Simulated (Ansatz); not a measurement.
# InH (model cell, started as CsCl type): from the cell to its phonons, part 3 of 3

Wanted: phonon frequencies of InH (model cell, started as CsCl type) and what follows from them.

Ansatz 0.2.0; DFT PBE, scalar-relativistic, plane waves, PAW.

So far. Step 3 (Tight relaxation): The forces vanish by symmetry and the pressure is -0.005 GPa, within the tolerances set. The cell now holds 16.00 Å³/atom. Step 4 (Linear response at the zone centre): Before it was imposed, the acoustic sum rule was missed by 1.8e-5 eV/Å². Small misses are needed for a sound result but don't prove that mesh and cutoff are converged. The lowest optical mode is imaginary, 528.6i cm⁻¹, so the energy falls along it. The relaxed cell has a = 3.175 Å (conventional setting).

The structure was built from a prototype and need not be the compound's stable phase.

## 5. The dispersion (continued)

The partial phonon density of states has structure finer than the step of the table below, so its rows give means over 20 cm⁻¹, whole bins alone (the curve runs from -539 to 291 cm⁻¹). Peaks (cm⁻¹: height): H -361.3: 0.0103, -319.5: 0.0150, -246.5: 0.00793, -152.6: 0.00676, 155.1: 0.00652; In -58.8: 0.0149, 102.9: 0.0370.

Phonopy on the run's constants, 17x17x17 mesh, Gaussian sigma 5.9 cm-1. Interpolated from a 4×4×4 q mesh. The partial phonon density of states by wavenumber; means over each step; values in 1/cm⁻¹/cell:

```
wavenumber (cm⁻¹)        H       In
             -520   1.3e-4        0
             -500   3.5e-4        0
             -480   3.5e-4   2.0e-7
             -460   8.0e-4   8.9e-6
             -440   5.3e-4   5.0e-6
             -420  0.00272   2.6e-5
             -400  0.00829   8.1e-5
             -380  0.00779   8.2e-5
             -360  0.00927   1.1e-4
             -340  0.00852   1.2e-4
             -320   0.0127   1.9e-4
             -300  0.00876   1.1e-4
             -280  0.00654   9.0e-5
             -260  0.00620   1.0e-4
             -240  0.00733   1.6e-4
             -220  0.00692   1.6e-4
             -200  0.00571   1.7e-4
             -180  0.00471   1.6e-4
             -160  0.00535   2.1e-4
             -140  0.00417   1.7e-4
             -120  0.00172   8.5e-5
             -100  0.00189   2.7e-4
              -80  0.00152  0.00197
              -60  0.00141   0.0126
              -40  0.00107   0.0106
              -20   8.2e-4  0.00873
                0   1.2e-4  0.00269
               20   7.6e-4  0.00813
               40  0.00248   0.0134
               60  0.00164   0.0171
               80  0.00236   0.0247
              100  0.00228   0.0339
              120  0.00392   0.0125
              140  0.00401   9.2e-4
              160  0.00572   3.6e-4
              180  0.00423   1.1e-4
              200  0.00286   3.0e-5
              220  0.00209   9.5e-6
              240  0.00134   8.3e-7
              260   5.3e-4        0
              280   8.9e-5        0
```

Second derivatives of the energy by pair, one row for each kind of neighbour of each atom listed. Each entry sums the pair over the periodic images of the supercell that the q mesh stands for, and in a polar crystal it holds the long-range dipole part too. Force constants by pair, by row:

```
atom  neighbour  distance (Å)  third of the trace (eV/Å²)  along the pair's line (eV/Å²)
 In1     itself             0                       1.596                              –
 In1          H          2.75                      0.0771                         0.2248
 In1         In         3.175                     -0.3239                         -1.567
 In1         In          4.49                     -0.0278                        -0.1595
 In1          H         5.265                      0.0019                         0.0227
 In1         In         5.499                     -0.0153                        -0.0521
 In1         In          6.35                      0.0074                         0.0363
 In1          H          6.92                      0.0145                         0.0316
 In1         In           7.1                      -0.005                        -0.0338
  H2     itself             0                      -0.228                              –
  H2         In          2.75                      0.0771                         0.2248
  H2          H         3.175                    -6.00e-4                         0.0717
  H2          H          4.49                     -0.0196                         -0.079
  H2         In         5.265                      0.0019                         0.0227
  H2          H         5.499                     -0.0254                        -0.0555
  H2          H          6.35                     -0.0236                        -0.0531
  H2         In          6.92                      0.0145                         0.0316
  H2          H           7.1                      -0.012                        -0.0263
```

Symmetry leaves 10 wavevectors to solve. The lowest mode among them, the acoustic zeros apart, lies at Γ and is imaginary, 528.6i cm⁻¹, so the energy falls along it.

## 6. Another isotope, element H, natural mass 1.008 amu

An isotope changes the mass and not the force constants, so no new electronic calculation is needed; the shifts show which modes move this element.

The same force constants with the mass of H changed from 1.008 to 2.014 u (phonopy, no LO-TO term). Both lists are sorted by frequency; levels can cross, so a row need not hold one and the same mode. Modes under 3 cm⁻¹ are left out. Isotope shifts, by row:

```
          q  rank  natural mass (cm⁻¹)  changed mass (cm⁻¹)
      0 0 0     1               -528.6               -375.6
      0 0 0     2               -528.6               -375.6
      0 0 0     3               -528.6               -375.6
   0 0 0.25     1               -317.4               -226.8
   0 0 0.25     2               -317.4               -226.8
   0 0 0.25     3                  -82               -58.18
   0 0 0.25     4               -29.46               -29.16
   0 0 0.25     5               -29.46               -29.16
   0 0 0.25     6                89.21                88.94
   0 0 -0.5     1               -147.1                 -104
   0 0 -0.5     2               -147.1                 -104
   0 0 -0.5     3               -61.04               -61.04
   0 0 -0.5     4               -61.04               -61.04
   0 0 -0.5     5                114.7                81.14
   0 0 -0.5     6                124.1                124.1
0 0.25 0.25     1               -402.9               -286.2
0 0.25 0.25     2               -126.1               -100.9
0 0.25 0.25     3                36.68                29.33
0 0.25 0.25     4                38.59                34.14
0 0.25 0.25     5                73.51                 73.2
0 0.25 0.25     6                103.7                91.75
```

A mode of this element alone would shift by -29.26 %.

## 7. Isotope substitution, element In, natural mass 114.818 amu

The same for In, from 114.82 to 112.90 u.

A mode of this element alone would shift by +0.84 %.

## 8. Summary of results

- space group after relaxation (within 0.01 Å): Pm-3m
- volume per atom: 16.0 Å³
- electronic character: no gap on this mesh
- highest optical mode at the zone centre (no LO-TO term): -529 cm⁻¹
- lowest optical zone-centre mode: -529 cm⁻¹
- lowest mode on the q mesh (acoustic modes at Γ apart): -529 cm⁻¹
- highest frequency on the path or at a solved wavevector: 276 cm⁻¹
- imaginary modes on the 4×4×4 q mesh: yes

**Reading.** Modes are clearly imaginary (beyond 10i cm⁻¹) at 10 of the 10 irreducible wavevectors, most at Γ (528.6i cm⁻¹), so this structure is not a minimum of the energy. The optical modes at Γ form one degenerate level at -529 cm⁻¹ (negative means imaginary). With no gap, or one that is small against the smearing, the frequencies hang on the k mesh and the smearing, most of all near Kohn anomalies. A phonon run warned that its eigensolver left some bands unconverged in a pass. The starting cell was built on a prototype and not taken from a measurement, so the phase need not exist. These are harmonic frequencies at zero temperature: anharmonic shifts, linewidths and thermal expansion are left out.

[Logs are printed without paths, hosts, clocks, repeated set-up lines and the standing remarks that a program may print on its own settings, such as how far it seeks lower states.]

[Hosts, paths, dates, database ids (printed as entryN), source tags and the programs' standing remarks are cut or masked in the printed files.]
